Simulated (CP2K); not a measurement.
Consider mercaptoallene at its PBE geometry (Å).

```xyz
8

C    -1.5176    0.3242    0.3304
C    -0.3699   -0.2123   -0.0066
C     0.7812   -0.7448   -0.3385
S     2.3664    0.0505   -0.3552
H    -1.8777    0.2983    1.3626
H    -2.1594    0.8142   -0.4067
H     0.8441   -1.7895   -0.6521
H     1.9330    1.2595    0.0661
```

Method: CP2K XAS_TDP, all-electron GAPW, PBEh(45%), aug-cc-pVDZ, TDA, GW2X-corrected core level, no relativity.

Question: Where do the C K-edge lines lie, and how strong are they?

Leading lines: C1 287.39 eV, C2 287.00 eV and C3 288.05 eV. The leading line of an atom is its first one with 35 % of the strongest within 2.5 eV of its lowest line over the strength cut. Core ionisation energies at this level: C2 292.33, C3 292.73 and C1 292.45 eV.

The first six lines of each atom with a strength over 0.0015:

| atom | energy (eV) | states | strength, one atom | above the computed threshold |
| --- | --- | --- | --- | --- |
| C1 (bonded to C and 2 H) | 287.39 | 1 | 0.0465 |  |
|  | 289.77 | 1 | 0.0045 |  |
|  | 290.38 | 1 | 0.0024 |  |
|  | 291.33 | 1 | 0.0045 |  |
|  | 291.45 | 1 | 0.0118 |  |
|  | 291.59 | 1 | 0.0029 |  |
| C2 (bonded to 2 C) | 287.00 | 1 | 0.0511 |  |
|  | 287.47 | 1 | 0.0522 |  |
|  | 291.35 | 1 | 0.0017 |  |
|  | 291.77 | 1 | 0.0018 |  |
|  | 293.03 | 2 | 0.0021 | yes |
|  | 294.00 | 1 | 0.0029 | yes |
| C3 (bonded to C, S and H) | 288.05 | 1 | 0.0492 |  |
|  | 289.05 | 1 | 0.0183 |  |
|  | 290.37 | 1 | 0.0051 |  |
|  | 291.23 | 1 | 0.0041 |  |
|  | 291.49 | 1 | 0.0088 |  |
|  | 291.97 | 1 | 0.0058 |  |

Lines are vertical, at one geometry, with no vibrational structure. GW2X ionisation energies and lines can be off by 1 to 2 eV either way, and a good line position may hide errors that cancel. These values hold no scalar relativity, about 0.1 eV for C 1s. Rydberg lines, and the discretised continuum above threshold, depend on the basis and the box.

[Banner, clock and machine lines of the logs are left out without a mark of their own.]

[Logs are printed without paths, hosts, clocks, repeated set-up lines and the standing remarks that a program may print on its own settings, such as how far it seeks lower states.]

[Hosts, paths, dates, database ids (printed as entryN), source tags and the programs' standing remarks are cut or masked in the printed files.]
